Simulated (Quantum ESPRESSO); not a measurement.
# Work-function anisotropy of Nb, part 5 of 6

Aim: the work function of the low-index faces of Nb, their order, and how far the functional matters.

Quantum ESPRESSO 7.5; plane-wave DFT, PBE, PseudoDojo norm-conserving pseudopotentials.

So far. Step 7 (Relaxing the ions of (100), PBE): The relaxation lowers the energy by 60 meV an atom. On the free atoms the largest force ends at 0.001 eV/Å. Step 11 (Potential by pp.x of (100)): On (100) the work function under PBEsol lies +0.09 eV from PBE's.

### Step 12. Relaxation with pw.x of (111), PBE

Level of this step: plane-wave DFT, PBE, GBRV ultrasoft pseudopotentials (Quantum ESPRESSO 7.5).

System of this step: Nb(111), 9 layers. The cell holds 9 atoms: 9 Nb. Cell: a = 4.667 Å, b = 4.667 Å, c = 23.621 Å, α = 90.0°, β = 90.0°, γ = 60.0°. It derives from Nb. Vacuum lies along c.

111.relax.in reads:

```
&control
  prefix = '111.relax'
  outdir = './out'
  pseudo_dir = './pseudo'
  nstep = 40
  forc_conv_thr = 0.001
  calculation = 'relax'
/
&system
  ibrav = 0
  nat = 9
  ntyp = 1
  ecutwfc = 40
  ecutrho = 200
  occupations = 'smearing'
  smearing = 'mv'
  degauss = 0.02
/
&electrons
  conv_thr = 1e-07
  mixing_beta = 0.4
  electron_maxstep = 120
  mixing_mode = 'local-TF'
/
&ions
/
ATOMIC_SPECIES
  Nb  92.9064  nb_pbe_v1.uspp.F.UPF
CELL_PARAMETERS angstrom
  4.66690475583121 0.00000000000000 0.00000000000000
  2.33345237791561 4.04165807559224 0.00000000000000
  0.00000000000000 0.00000000000000 23.62102355330306
ATOMIC_POSITIONS crystal
  Nb  0.333333333300 0.333333333300 0.338681343844
  Nb  0.666666666700 0.666666666700 0.379011007883
  Nb  0.000000000000 0.000000000000 0.419340671922 0 0 0
  Nb  0.333333333300 0.333333333300 0.459670335961 0 0 0
  Nb  0.666666666700 0.666666666700 0.500000000000 0 0 0
  Nb  0.000000000000 0.000000000000 0.540329664039 0 0 0
  Nb  0.333333333300 0.333333333300 0.580659328078 0 0 0
  Nb  0.666666666700 0.666666666700 0.620988992117
  Nb  0.000000000000 0.000000000000 0.661318656156
K_POINTS automatic
  6 6 1 0 0 0
```

The run is started by

```
$ OMP_NUM_THREADS=1 mpirun -n 4 pw.x -nk 2 -in 111.relax.in > 111.relax.out
```

What it wrote:

```text
[banner, memory and clock lines left out]
Program PWSCF v.7.5 starts

          URL

     Message from routine setup:
     using ibrav=0 with symmetry is DISCOURAGED, use correct ibrav instead

     bravais-lattice index     =            0
     lattice parameter (alat)  =       8.8192  a.u.
     unit-cell volume          =    3006.6565 (a.u.)^3
     number of atoms/cell      =            9
     number of atomic types    =            1
     number of electrons       =       117.00
     number of Kohn-Sham states=           71
     kinetic-energy cutoff     =      40.0000  Ry
     charge density cutoff     =     200.0000  Ry
     scf convergence threshold =      1.0E-07
     mixing beta               =       0.4000
     number of iterations used =            8  local-TF  mixing
     energy convergence thresh.=      1.0E-04
     force convergence thresh. =      1.0E-03
     Exchange-correlation= SLA  PW   PBE  PBE
                           (   1   4   3   4   0   0   0)
     nstep                     =           40

     celldm(1)=   8.819172  celldm(2)=   0.000000  celldm(3)=   0.000000
     celldm(4)=   0.000000  celldm(5)=   0.000000  celldm(6)=   0.000000

     crystal axes: (cart. coord. in units of alat)
               a(1) = (   1.000000   0.000000   0.000000 )
               a(2) = (   0.500000   0.866025   0.000000 )
               a(3) = (   0.000000   0.000000   5.061390 )

     reciprocal axes: (cart. coord. in units 2 pi/alat)
               b(1) = (  1.000000 -0.577350  0.000000 )
               b(2) = (  0.000000  1.154701  0.000000 )
               b(3) = (  0.000000  0.000000  0.197574 )

     PseudoPot. # 1 for Nb read from file:
     ./pseudo/nb_pbe_v1.uspp.F.UPF
     Pseudo is Ultrasoft + core correction, Zval = 13.0
     Generated by new atomic code, or converted to UPF format
     Using radial grid of  887 points,  6 beta functions with:
                l(1) =   0
                l(2) =   0
                l(3) =   1
                l(4) =   1
                l(5) =   2
                l(6) =   2
     Q(r) pseudized with  6 coefficients,  rinner =    1.000   1.000   1.000
                                                       1.000   1.000

     atomic species   valence    mass     pseudopotential
     Nb               13.00    92.90640     Nb( 1.00)

     12 Sym. Ops., with inversion, found ( 6 have fractional translation)

   Cartesian axes

     site n.     atom                  positions (alat units)
         1        Nb     tau(   1) = (   0.5000000   0.2886751   1.7141983  )
         2        Nb     tau(   2) = (   1.0000000   0.5773503   1.9183224  )
         3        Nb     tau(   3) = (   0.0000000   0.0000000   2.1224465  )
         4        Nb     tau(   4) = (   0.5000000   0.2886751   2.3265707  )
         5        Nb     tau(   5) = (   1.0000000   0.5773503   2.5306948  )
         6        Nb     tau(   6) = (   0.0000000   0.0000000   2.7348190  )
         7        Nb     tau(   7) = (   0.5000000   0.2886751   2.9389431  )
         8        Nb     tau(   8) = (   1.0000000   0.5773503   3.1430673  )
         9        Nb     tau(   9) = (   0.0000000   0.0000000   3.3471914  )

     number of k points=     7  Marzari-Vanderbilt smearing, width (Ry)=  0.0200
                       cart. coord. in units 2pi/alat
        k(    1) = (   0.0000000   0.0000000   0.0000000), wk =   0.0555556
        k(    2) = (   0.0000000   0.1924501   0.0000000), wk =   0.3333333
        k(    3) = (   0.0000000   0.3849002   0.0000000), wk =   0.3333333
        k(    4) = (   0.0000000  -0.5773503   0.0000000), wk =   0.1666667
        k(    5) = (   0.1666667   0.2886751   0.0000000), wk =   0.3333333
        k(    6) = (   0.1666667  -0.6735753   0.0000000), wk =   0.6666667
        k(    7) = (   0.3333333  -0.5773503   0.0000000), wk =   0.1111111

     Dense  grid:   143589 G-vectors     FFT dimensions: (  45,  45, 216)

     Smooth grid:   102737 G-vectors     FFT dimensions: (  36,  36, 180)

     Initial potential from superposition of free atoms

     starting charge     116.9754, renormalised to     117.0000

     negative rho (up, down):  7.600E-03 0.000E+00
     Starting wfcs are  117 randomized atomic wfcs

     per-process dynamical memory:    92.3 Mb

     Self-consistent Calculation

     iteration #  1     ecut=    40.00 Ry     beta= 0.40
     Davidson diagonalization with overlap
     ethr =  1.00E-02,  avg # of iterations =  2.0

     negative rho (up, down):  2.951E-03 0.000E+00

     total energy              =   -1061.07924330 Ry
     estimated scf accuracy    <       9.23274533 Ry

     iteration #  2     ecut=    40.00 Ry     beta= 0.40
     Davidson diagonalization with overlap
     ethr =  7.89E-03,  avg # of iterations =  1.0

     negative rho (up, down):  6.148E-04 0.000E+00

     total energy              =   -1060.77045097 Ry
     estimated scf accuracy    <       3.00737913 Ry

     iteration #  3     ecut=    40.00 Ry     beta= 0.40
     Davidson diagonalization with overlap
     ethr =  2.57E-03,  avg # of iterations =  3.3

     negative rho (up, down):  4.263E-04 0.000E+00

     total energy              =   -1060.86230592 Ry
     estimated scf accuracy    <       0.77768353 Ry

     iteration #  4     ecut=    40.00 Ry     beta= 0.40
     Davidson diagonalization with overlap
     ethr =  6.65E-04,  avg # of iterations =  2.1

     negative rho (up, down):  9.164E-05 0.000E+00

     total energy              =   -1060.87394660 Ry
     estimated scf accuracy    <       1.65268039 Ry

     iteration #  5     ecut=    40.00 Ry     beta= 0.40
     Davidson diagonalization with overlap
     ethr =  6.65E-04,  avg # of iterations =  2.0

     negative rho (up, down):  6.471E-05 0.000E+00

     total energy              =   -1060.93570047 Ry
     estimated scf accuracy    <       0.07596070 Ry

     iteration #  6     ecut=    40.00 Ry     beta= 0.40
     Davidson diagonalization with overlap
     ethr =  6.49E-05,  avg # of iterations =  9.3

     negative rho (up, down):  3.667E-05 0.000E+00

     total energy              =   -1060.92365911 Ry
     estimated scf accuracy    <       0.25727122 Ry

     iteration #  7     ecut=    40.00 Ry     beta= 0.40
     Davidson diagonalization with overlap
     ethr =  6.49E-05,  avg # of iterations =  3.4

     negative rho (up, down):  2.532E-05 0.000E+00

     total energy              =   -1060.92995684 Ry
     estimated scf accuracy    <       0.04095848 Ry

     iteration #  8     ecut=    40.00 Ry     beta= 0.40
     Davidson diagonalization with overlap
     ethr =  3.50E-05,  avg # of iterations =  1.6

[...]
4.1303   4.2710   4.2884   4.5363   4.9730   4.9941   5.2339   5.6851
     5.6948   5.9437   5.9988   6.0496   6.2930   6.6217   6.7964

          k = 0.1667-0.6736 0.0000 ( 12858 PWs)   bands (ev):

   -50.2307 -50.2252 -50.1575 -50.1558 -49.9662 -49.9487 -49.8468 -49.7573
   -49.7443 -26.9580 -26.9168 -26.8106 -26.7935 -26.6533 -26.5926 -26.5623
   -26.4826 -26.4088 -26.3471 -26.2719 -26.2116 -26.1961 -26.1049 -26.0238
   -25.9452 -25.9252 -25.8534 -25.7825 -25.7520 -25.7146 -25.6853 -25.6579
   -25.5439 -25.5221 -25.4393 -25.4255   0.7183   0.9007   1.0032   1.3461
     1.4445   1.6983   1.7719   1.9640   2.1392   2.4239   2.6079   2.7171
     2.7885   2.9755   3.1884   3.2922   3.4101   3.4483   3.5773   3.8022
     3.9353   3.9918   4.3366   4.4563   4.6559   4.9218   5.1707   5.4140
     5.5395   5.7877   5.8706   6.1586   6.4375   6.6216   6.8022

          k = 0.3333-0.5774 0.0000 ( 12897 PWs)   bands (ev):

   -50.2191 -50.2191 -50.1553 -50.1553 -49.9752 -49.9575 -49.8332 -49.7596
   -49.7596 -26.9492 -26.9492 -26.7216 -26.7216 -26.7060 -26.6160 -26.5452
   -26.5452 -26.4474 -26.3911 -26.3250 -26.3250 -26.0726 -26.0726 -26.0501
   -25.9358 -25.8172 -25.8172 -25.7857 -25.7340 -25.7177 -25.7177 -25.6261
   -25.6261 -25.5178 -25.4204 -25.4204   1.0149   1.0149   1.0572   1.2906
     1.2906   1.5088   1.9175   2.0927   2.0927   2.4534   2.4534   2.7996
     2.9927   2.9927   3.1399   3.5247   3.5247   3.7461   3.7897   3.9354
     3.9354   4.3348   4.5658   4.5658   4.6751   4.6751   4.6891   5.0994
     5.3613   5.6516   5.6516   5.9124   5.9124   6.4596   6.4596

     the Fermi energy is     4.2652 ev

!    total energy              =   -1060.97552829 Ry
     estimated scf accuracy    <          2.3E-09 Ry
     smearing contrib. (-TS)   =       0.00440721 Ry
     internal energy E=F+TS    =   -1060.97993549 Ry

     The total energy is F=E-TS. E is the sum of the following terms:
     one-electron contribution =   -8225.75684204 Ry
     hartree contribution      =    4116.35922665 Ry
     xc contribution           =    -165.75750473 Ry
     ewald contribution        =    3214.17518463 Ry

     convergence has been achieved in  15 iterations

     negative rho (up, down):  8.067E-03 0.000E+00

     Forces acting on atoms (cartesian axes, Ry/au):

     atom    1 type  1   force =     0.00000000   -0.00000000    0.00012084
     atom    2 type  1   force =    -0.00000000    0.00000000    0.00983781
     atom    3 type  1   force =     0.00000000    0.00000000   -0.02279076
     atom    4 type  1   force =     0.00000000    0.00000000    0.02052659
     atom    5 type  1   force =     0.00000000    0.00000000    0.00000000
     atom    6 type  1   force =     0.00000000   -0.00000000   -0.02052659
     atom    7 type  1   force =     0.00000000    0.00000000    0.02279076
     atom    8 type  1   force =     0.00000000    0.00000000   -0.00983781
     atom    9 type  1   force =     0.00000000   -0.00000000   -0.00012084

     Total force =     0.013914     Total SCF correction =     0.000048
     Energy error            =      3.8E-04 Ry
     Gradient error          =      9.8E-03 Ry/Bohr

     number of scf cycles    =   8
     number of bfgs steps    =   7

     energy             old  =   -1060.9751466532 Ry
     energy             new  =   -1060.9755282858 Ry

     CASE: energy            _new < energy            _old

     new trust radius        =       0.0188018559 bohr
     new conv_thr            =       0.0000000038 Ry

ATOMIC_POSITIONS (crystal)
Nb               0.3333333333        0.3333333333        0.3516087905
Nb               0.6666666667        0.6666666667        0.3819915457
Nb               0.0000000000        0.0000000000        0.4193406719    0   0   0
Nb               0.3333333333        0.3333333333        0.4596703360    0   0   0
Nb               0.6666666667        0.6666666667        0.5000000000    0   0   0
Nb               0.0000000000        0.0000000000        0.5403296640    0   0   0
Nb               0.3333333333        0.3333333333        0.5806593281    0   0   0
Nb               0.6666666667        0.6666666667        0.6180084543
Nb              -0.0000000000        0.0000000000        0.6483912095

     XML data file
     NEW-OLD atomic charge density approx. for the potential

     negative rho (up, down):  8.059E-03 0.000E+00

     per-process dynamical memory:   123.0 Mb

     Self-consistent Calculation

     iteration #  1     ecut=    40.00 Ry     beta= 0.40
     Davidson diagonalization with overlap
     ethr =  1.00E-06,  avg # of iterations =  5.0

     negative rho (up, down):  8.005E-03 0.000E+00

     total energy              =   -1060.97583492 Ry
     estimated scf accuracy    <       0.00041448 Ry

     iteration #  2     ecut=    40.00 Ry     beta= 0.40
     Davidson diagonalization with overlap
     ethr =  3.54E-07,  avg # of iterations =  1.4

     negative rho (up, down):  7.968E-03 0.000E+00

     total energy              =   -1060.97584949 Ry
     estimated scf accuracy    <       0.00004202 Ry

     iteration #  3     ecut=    40.00 Ry     beta= 0.40
     Davidson diagonalization with overlap
     ethr =  3.59E-08,  avg # of iterations =  4.3

     negative rho (up, down):  7.933E-03 0.000E+00

     total energy              =   -1060.97585387 Ry
     estimated scf accuracy    <       0.00000727 Ry

     iteration #  4     ecut=    40.00 Ry     beta= 0.40
     Davidson diagonalization with overlap
     ethr =  6.21E-09,  avg # of iterations =  4.3

     negative rho (up, down):  7.909E-03 0.000E+00

     total energy              =   -1060.97585453 Ry
     estimated scf accuracy    <       0.00000287 Ry

     iteration #  5     ecut=    40.00 Ry     beta= 0.40
     Davidson diagonalization with overlap
     ethr =  2.45E-09,  avg # of iterations =  2.7

     negative rho (up, down):  7.909E-03 0.000E+00

     total energy              =   -1060.97585477 Ry
     estimated scf accuracy    <       0.00000077 Ry

     iteration #  6     ecut=    40.00 Ry     beta= 0.40
     Davidson diagonalization with overlap
     ethr =  6.61E-10,  avg # of iterations =  2.3

     negative rho (up, down):  7.911E-03 0.000E+00

     total energy              =   -1060.97585481 Ry
     estimated scf accuracy    <       0.00000022 Ry

     iteration #  7     ecut=    40.00 Ry     beta= 0.40
     Davidson diagonalization with overlap
     ethr =  1.87E-10,  avg # of iterations =  2.6

     negative rho (up, down):  7.929E-03 0.000E+00

     total energy              =   -1060.97585477 Ry
     estimated scf accuracy    <       0.00000018 Ry

     iteration #  8     ecut=    40.00 Ry     beta= 0.40
     Davidson diagonalization with overlap
     ethr =  1.57E-10,  avg # of iterations =  2.3

     negative rho (up, down):  7.944E-03 0.000E+00

     total energy              =   -1060.97585476 Ry
     estimated scf accuracy    <       0.00000014 Ry

     iteration #  9     ecut=    40.00 Ry     beta= 0.40
     Davidson diagonalization with overlap
     ethr =  1.20E-10,  avg # of iterations =  2.0

     negative rho (up, down):  7.998E-03 0.000E+00

     total energy              =   -1060.97585473 Ry
     estimated scf accuracy    <       0.00000007 Ry

     iteration # 10     ecut=    40.00 Ry     beta= 0.40
     Davidson diagonalization with overlap
     ethr =  5.64E-11,  avg # of iterations =  2.9

     negative rho (up, down):  8.006E-03 0.000E+00

     total energy              =   -1060.97585473 Ry
     estimated scf accuracy    <       0.00000004 Ry

     iteration # 11     ecut=    40.00 Ry     beta= 0.40
     Davidson diagonalization with overlap
     ethr =  3.52E-11,  avg # of iterations =  1.0

     negative rho (up, down):  8.044E-03 0.000E+00

     total energy              =   -1060.97585472 Ry
     estimated scf accuracy    <       0.00000002 Ry

     iteration # 12     ecut=    40.00 Ry     beta= 0.40
     Davidson diagonalization with overlap
     ethr =  1.29E-11,  avg # of iterations =  4.0

     negative rho (up, down):  8.046E-03 0.000E+00
```

It took 12 min on 4 MPI ranks of Arm Neoverse V2, shared host; peak memory 0.91 GiB.

The steps of the relaxation:

```tsv
step	energy less that of the first step (eV)	largest force (eV/Å)
1	0.0000	1.7893
2	-0.1259	1.6196
3	-0.2503	1.4270
4	-0.4080	1.1149
5	-0.5723	0.5654
6	-0.6211	0.3801
7	-0.6326	0.3153
8	-0.6378	0.2529
9	-0.6423	0.1915
10	-0.6467	0.1008
11	-0.6483	0.0033
12	-0.6484	0.0002
```

The atoms that moved most (Å):

```tsv
atom	dx	dy	dz	length
Nb1	0.000	0.000	0.312	0.312
Nb9	0.000	0.000	-0.312	0.312
Nb2	0.000	0.000	0.102	0.102
Nb8	0.000	0.000	-0.102	0.102
```

The relaxation lowers the energy by 72 meV an atom. On the free atoms the largest force ends at 0.000 eV/Å.

Numbers from this step:

* free energy: -14435.3180 eV
* Fermi energy: 4.278 eV

[end of part 5 of 6]

[Logs are printed without paths, hosts, clocks, repeated set-up lines and the standing remarks that a program may print on its own settings, such as how far it seeks lower states.]

[Hosts, paths, dates, database ids (printed as entryN), source tags and the programs' standing remarks are cut or masked in the printed files.]

[Maps of the electrostatic potential energy from Ansatz leave out the sawtooth potential of an applied field or a dipole correction, so their vacuum need not be flat; planar profiles and work functions include it.]
